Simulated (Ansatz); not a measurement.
## Structural relaxation of a frame of liquid Al2O3 from 2400 K (135 atoms)

Wanted: the relaxed structure of a frame of liquid Al2O3 from 2400 K (135 atoms) and its electronic structure.

Main program and level: Ansatz 0.2.0; Kohn-Sham DFT, PBEsol, PAW (set soft_2), plane waves.

### 1. The structure

The cell holds 135 atoms: 54 Al and 81 O. Its edges and angles: a = 11.608 Å, b = 11.608 Å, c = 11.608 Å, α = 90.0°, β = 90.0°, γ = 90.0°. 135 atoms (54 Al, 81 O) placed at random at 2.92 g/cm³, melted at 4500 K for 20 ps at fixed volume with the Morse and Coulomb pair potential with partial charges (Pedone, Malavasi, Menziani, Cormack and Segre, J. Phys. Chem. B 110, 11780 (2006)). Snapshot at the end of a hold of 20 ps at 2400 K and fixed volume. The starting density is a measured one.

Before any run, some limits are plain. The network of bonds at the start is that of the classical potential that made the cell. Sampling is at Γ alone, for a cell whose shortest periodic width is 12 Å.

### 2. Single point at the start

A single point comes first, to see the forces before anything moves.

Contents of input.yaml:

```yaml
crystal:
  lattice:
    - [11.6084, 0.0, 0.0]
    - [0.0, 11.6084, 0.0]
    - [0.0, 0.0, 11.6084]
  atoms:
    - { symbol: Al, position: [0.49206, 0.73836, 0.64875] }
    - { symbol: Al, position: [0.50308, 0.66782, 0.42222] }
    - { symbol: Al, position: [0.18017, 0.24431, 0.33566] }
    - { symbol: Al, position: [0.51847, 0.85022, 0.26179] }
    [... 125 atom lines left out ...]
    - { symbol: O, position: [0.29236, 0.50158, 0.92155] }
    - { symbol: O, position: [0.13588, 0.96431, 0.23005] }
    - { symbol: O, position: [0.5049, 0.07875, 0.97658] }
    - { symbol: O, position: [0.36081, 0.94207, 0.15676] }
    - { symbol: O, position: [0.59609, 0.75972, 0.38715] }
    - { symbol: O, position: [0.06503, 0.94844, 0.98198] }
kpoints:
  mp_grid: { grid: [1, 1, 1] }
hamiltonian:
  xc: pbesol
scf:
  occupations: { method: fermi_dirac, width: 0.025 }
output:
  forces: true
  stress: true
  populations: true
  dos:
    method: { smearing: { sigma: 0.15 } }
    de: 0.1
    projected: { site_lists: { Al: [Al], O: [O] } }
  eigenvalues: true
```

Started as:

```
$ ansatz run input.yaml --threads 4 --pin off --max-ram 8192MiB --backend cpu --events-out ev --progress --plain --runs-dir out
```

Wall time 28 s (4 threads of Intel Xeon Platinum 8259CL at 2.50GHz (Skylake/Cascade Lake), shared host); peak memory 2.2 GiB; 1.7 min of CPU time.

Numbers from this run:

```yaml
free_energy: -73873.6487 eV
free_energy_per_atom: -547.2122 eV/atom
scf_cycles: 11
pressure: 3.823 GPa
r_m_s_force_component: 2.454 eV/Å
longest_force: 10.79 eV/Å
fermi_energy: 6.296 eV
spacing_of_highest_filled_and_lowest_empty_level: 1.036 eV
spilling_of_the_projection: 0.008997
```

The r.m.s. force component of 2.5 eV/Å and the pressure of 3.8 GPa set the starting point.

Neighbours are counted within 2.48 Å (O-Al).

Length of the force by element and coordination:

```csv
element,coordination,atoms,mean length of the force (eV/Å),spread,least,most
Al,all,54,4.19,1.99,1.26,9.81
Al,3,3,2.16,0.700,1.26,2.96
Al,4,29,4.31,1.79,1.81,7.85
Al,5,19,4.22,2.19,1.27,9.81
Al,6,3,4.78,2.31,1.67,7.20
O,all,81,3.41,2.04,0.450,10.8
O,2,15,3.56,2.53,0.450,10.6
O,3,57,3.43,1.97,0.620,10.8
O,4,8,3.04,1.41,1.32,5.95
O,5,1,2.78,0,2.78,2.78
```

### 3. Relaxation

The atoms are relaxed in the fixed cell, aiming at the force tolerance of the input.

input.yaml, the sections that differ from step 2:

```yaml
output:
  forces: true
relax:
  f_tol: 0.05
  max_steps: 200
# crystal, kpoints, hamiltonian, scf: as in step 2
```

The job ended after 3.9 min (4 threads; peak memory 2.1 GiB).

Relaxation path:

```csv
step,energy less that of the first step (eV),largest force component (eV/Å)
1,0.0000,10.1569
2,-23.0185,5.6701
3,-38.2913,2.3786
4,-44.7808,1.2855
5,-48.0959,1.1141
6,-50.7436,0.8569
7,-52.6694,0.6845
8,-53.8873,0.6413
9,-54.6072,0.5457
10,-55.2463,0.4611
11,-55.6843,0.2462
12,-55.9319,0.3546
13,-56.1557,0.2928
14,-56.3356,0.2492
15,-56.4503,0.2736
16,-56.5360,0.2436
17,-56.6038,0.0825
18,-56.6200,0.0514
19,-56.6242,0.0414
```

The atoms that moved most (Å):

```csv
atom,dx,dy,dz,length
O58,1.119,0.211,0.440,1.220
Al9,0.589,-0.594,-0.628,1.046
O80,-0.012,-1.035,0.143,1.045
O109,0.361,0.026,0.855,0.928
O71,-0.814,0.389,-0.046,0.903
O104,0.554,0.204,-0.675,0.897
O95,-0.835,0.315,-0.079,0.896
O74,0.486,0.649,0.355,0.885
```

The relaxation changed the energy by -419 meV/atom, and atoms moved by 0.54 Å r.m.s., 1.2 Å at most.

### 4. Structure statistics after relaxation

Bonds before and after, by the cutoffs listed below:

```csv
pair,bonds before,bonds after,mean before (Å),mean after (Å),spread before (Å),spread after (Å)
O-Al,223,241,1.852,1.852,0.193,0.098
```

Density 2.92 g/cm³, 11.59 Å³ an atom.

g(r), total and by pair (bins of 0.1 Å):

```csv
r (Å),total,O-O,O-Al,Al-Al
1.55,0.00,0.00,0.00,0.00
1.65,0.15,0.00,0.30,0.00
1.75,3.51,0.00,7.32,0.00
1.85,4.15,0.00,8.64,0.00
1.95,1.23,0.00,2.57,0.00
2.05,0.40,0.00,0.83,0.00
2.15,0.18,0.00,0.37,0.00
2.25,0.03,0.00,0.06,0.00
2.35,0.10,0.14,0.10,0.00
2.45,0.49,1.06,0.24,0.00
2.55,0.59,1.51,0.00,0.26
2.65,1.03,2.20,0.20,0.84
2.75,1.21,2.66,0.11,1.24
2.85,1.60,3.13,0.35,1.90
2.95,1.61,2.87,0.53,2.05
3.05,1.24,1.96,0.46,1.93
3.15,1.27,1.65,0.46,2.82
3.25,0.93,0.65,0.59,2.59
3.35,0.83,0.51,0.61,2.21
3.45,1.03,0.67,1.17,1.43
3.55,0.90,0.36,1.24,1.09
3.65,0.84,0.57,1.28,0.13
3.75,0.85,0.59,1.11,0.67
3.85,0.92,0.74,1.15,0.63
3.95,0.80,0.44,1.24,0.33
4.05,0.91,0.44,1.37,0.57
4.15,0.92,0.51,1.36,0.55
4.25,1.02,0.51,1.62,0.38
4.35,1.20,0.76,1.70,0.68
4.45,1.05,0.84,1.31,0.74
4.55,0.98,0.81,1.18,0.74
4.65,1.14,1.27,1.07,1.11
4.75,1.09,1.06,1.07,1.18
4.85,1.08,1.29,0.91,1.12
4.95,1.00,1.27,0.73,1.22
5.05,0.94,1.28,0.66,1.00
5.15,0.99,1.49,0.67,0.87
5.25,1.00,1.43,0.66,1.05
5.35,0.99,1.44,0.62,1.11
5.45,1.02,1.30,0.78,1.09
5.55,1.00,1.15,0.79,1.30
5.65,0.91,0.99,0.78,1.09
5.75,0.95,0.99,0.84,1.21
```

Bonds by pair of elements; cutoffs follow the first minimum of g(r), held within bounds set by covalent radii, and pairs that aren't listed don't count as bonded:

```csv
pair A-B,cutoff (Å),bonds,mean length (Å),spread (Å),shortest (Å),B about A,A about B
O-Al,2.33,241,1.85,0.098,1.69,2.98,4.46
```

How many atoms have how many bonded neighbours:

```csv
element,mean,2,3,4,5,6
Al,4.46,0,0,33,17,4
O,2.98,8,67,6,0,0
```

Bond angles (no mean is given where the spread exceeds 20°):

```csv
angle,count,mean (°),spread (°)
O-Al-O,428,-,-
Al-O-Al,245,116,18.5
```

Oxygen atoms by the number of network formers (Si, P, Ge, B, Al, As, Ga) bound to them:

```csv
network formers bound to O,O atoms,per cent
0,0,0
1,0,0
2,8,9.9
3,67,82.7
4,6,7.4
```

Network units: each former by its oxygen neighbours and how many of them bridge to another former:

```csv
former,O neighbours,bridging O,atoms
Al,4,4,33
Al,5,5,17
Al,6,6,4
```

Bond length by coordination (bonds to H left out):

```csv
element,coordination,atoms,mean bond length (Å)
Al,4,33,1.8
Al,5,17,1.90
Al,6,4,1.97
O,2,8,1.73
O,3,67,1.85
O,4,6,1.97
```

Rings of the network by King's shortest-path rule, up to 12 atoms, one path for each pair of neighbours; H, halogens, alkali and alkaline-earth atoms are left out, and the last column divides by all other atoms, bonded or not:

```csv
ring size (atoms),rings,per network atom
4,36,0.267
6,86,0.637
8,101,0.748
10,33,0.244
12,1,0.007
```

First main peaks of g(r), for some of the pairs, lie near 2.8 Å (O-O) and 1.8 Å (O-Al). Counting bonds as in the table, 61 % of Al atoms have 4 and 83 % of O atoms have 3 bonded neighbours. 10 % of the oxygens bridge two formers (Al) and 0 % are non-bridging; 83 % join three; 7 % join four. The commonest Al unit has 4 oxygens, 4 of them shared with other formers (33 of 54 atoms). Bonds at O atoms with 2 neighbours average 1.73 Å, against 1.97 Å at those with 4. Rings of 8 atoms are the most common (39 % of those counted); sizes run from 4 to 12, where the search stops.

### 5. Single point at the relaxed geometry

The electronic structure is read at the final geometry, in a run of its own.

Contents of input.yaml:

```yaml
crystal:
  lattice:
    - [11.6084, 0.0, 0.0]
    - [0.0, 11.6084, 0.0]
    - [0.0, 0.0, 11.6084]
  atoms:
    - { symbol: Al, position: [0.50275, 0.75108, 0.60812] }
    - { symbol: Al, position: [0.48869, 0.67459, 0.3955] }
    - { symbol: Al, position: [0.1696, 0.24091, 0.35542] }
    - { symbol: Al, position: [0.53437, 0.88052, 0.25471] }
    [... 125 atom lines left out ...]
    - { symbol: O, position: [0.29906, 0.4863, 0.91665] }
    - { symbol: O, position: [0.12777, 0.98591, 0.24132] }
    - { symbol: O, position: [0.50724, 0.06271, 0.00619] }
    - { symbol: O, position: [0.33342, 0.94159, 0.14196] }
    - { symbol: O, position: [0.57952, 0.80066, 0.37515] }
    - { symbol: O, position: [0.05016, 0.98149, 0.97728] }
kpoints:
  mp_grid: { grid: [1, 1, 1] }
hamiltonian:
  xc: pbesol
scf:
  occupations: { method: fermi_dirac, width: 0.025 }
output:
  forces: true
  stress: true
  populations: true
  dos:
    method: { smearing: { sigma: 0.15 } }
    de: 0.1
    projected: { site_lists: { Al: [Al], O: [O] } }
  eigenvalues: true
  write_density: true
  write_potential: true
  volumetric_format: npy
```

Run time: 26 s. Hardware: 4 threads; peak memory 2.2 GiB.

The run gave:

| Quantity | Value |
| --- | --- |
| free energy | -73930.2730 eV |
| free energy per atom | -547.6317 eV/atom |
| SCF cycles | 10 |
| pressure | -4.948 GPa |
| r.m.s. force component | 0.00887 eV/Å |
| longest force | 0.04166 eV/Å |
| Fermi energy | 6.192 eV |
| gap (highest filled to lowest empty level) | 2.929 eV |
| spilling of the projection | 0.008708 |

Löwdin charges by element and coordination (they lack the spilled electrons, 0.042 e an atom on average):

```csv
element,coordination,atoms,mean charge (e),spread,least,most
Al,all,54,1.32,0.0316,1.25,1.39
Al,4,33,1.34,0.0228,1.31,1.39
Al,5,17,1.30,0.0197,1.26,1.33
Al,6,4,1.27,0.0128,1.25,1.28
O,all,81,-0.812,0.0195,-0.863,-0.763
O,2,8,-0.84,0.0201,-0.863,-0.810
O,3,67,-0.811,0.0155,-0.843,-0.771
O,4,6,-0.784,0.0096,-0.791,-0.763
```

States in the cell by windows of 1 eV, zero at the Fermi level; the larger projections on atomic orbitals stand beside the total:

```csv
from (eV),to (eV),total,O p,Al p,Al s
-14,-9,0.0,0.0,0.0,0.0
-9,-8,20.2,15.0,1.3,3.5
-8,-7,50.7,37.8,4.5,6.8
-7,-6,62.3,48.2,8.3,3.9
-6,-5,77.7,63.9,9.7,1.9
-5,-4,92.5,81.8,7.3,1.1
-4,-3,93.3,87.0,3.6,0.5
-3,-2,72.8,69.5,1.8,0.2
-2,-1,16.4,15.7,0.4,0.0
-1,1,0.0,0.0,0.0,0.0
1,2,2.0,0.0,0.2,1.2
2,3,2.2,0.3,0.8,0.6
3,4,15.6,2.4,6.0,3.7
4,5,27.7,4.1,12.8,5.1
```

Between -21 and -14 eV lie 162 more states.

The levels nearest the highest filled one (over half full), pooled over k-points and spins:

```csv
level less the highest filled one (eV),occupation
-0.438,2
-0.386,2
-0.356,2
-0.319,2
-0.241,2
0,2
2.93,0
4.35,0
4.58,0
4.72,0
4.77,0
4.83,0
```

Mean Löwdin charges: Al +1.32, O -0.81 e (they miss 0.87 % of the electrons, so they add up to more than the cell's charge). The largest share in the top eV of filled states is O p (97 % of the projected weight), and in the lowest eV of empty states Al s (62 % of the projected weight).

### 6. What came out

```
energy change in the relaxation                  : -419.4 meV/atom
r.m.s. displacement                              : 0.542 Å
largest displacement                             : 1.22 Å
free energy per atom                             : -547.6317 eV/atom
pressure                                         : -4.948 GPa
r.m.s. force component                           : 0.00887 eV/Å
gap (highest filled to lowest empty level) : 2.929 eV
wall time of the 3 DFT runs                      : 4.8 min
```

In words: Relaxation lowers the energy by 419 meV/atom and moves atoms by 0.54 Å r.m.s.; the r.m.s. force component goes from 2.5 to 0.0089 eV/Å, the pressure goes from 3.8 to -4.9 GPa, and the gap from 1.04 to 2.93 eV. By the final cutoffs 13 of 223 bonded pairs parted and 31 joined. First to last step the energy falls by 56.624 eV; the largest move, 1.22 Å, is that of O58. The O-Al bonds go from 1.852 Å (spread 0.193) to 1.852 Å (spread 0.098), and their number from 223 to 241. Counting bonds as in the table, 61 % of Al atoms have 4 and 83 % of O atoms have 3 bonded neighbours. 10 % of the oxygens bridge two formers (Al) and 0 % are non-bridging; 83 % join three; 7 % join four. The highest filled and lowest empty levels differ by 2.93 eV (at Γ alone); a semilocal functional tends to put such gaps too low. In a disordered cell it changes from sample to sample and from frame to frame.

Caveats: The starting topology of bonds comes from the classical model; in DFT 13 of its 223 bonded pairs passed out of the cutoffs and 31 came within them. The pressure of -4.9 GPa shows the cell to be stretched for this functional.

[Logs are printed without paths, hosts, clocks, repeated set-up lines and the standing remarks that a program may print on its own settings, such as how far it seeks lower states.]

[Hosts, paths, dates, database ids (printed as entryN), source tags and the programs' standing remarks are cut or masked in the printed files.]
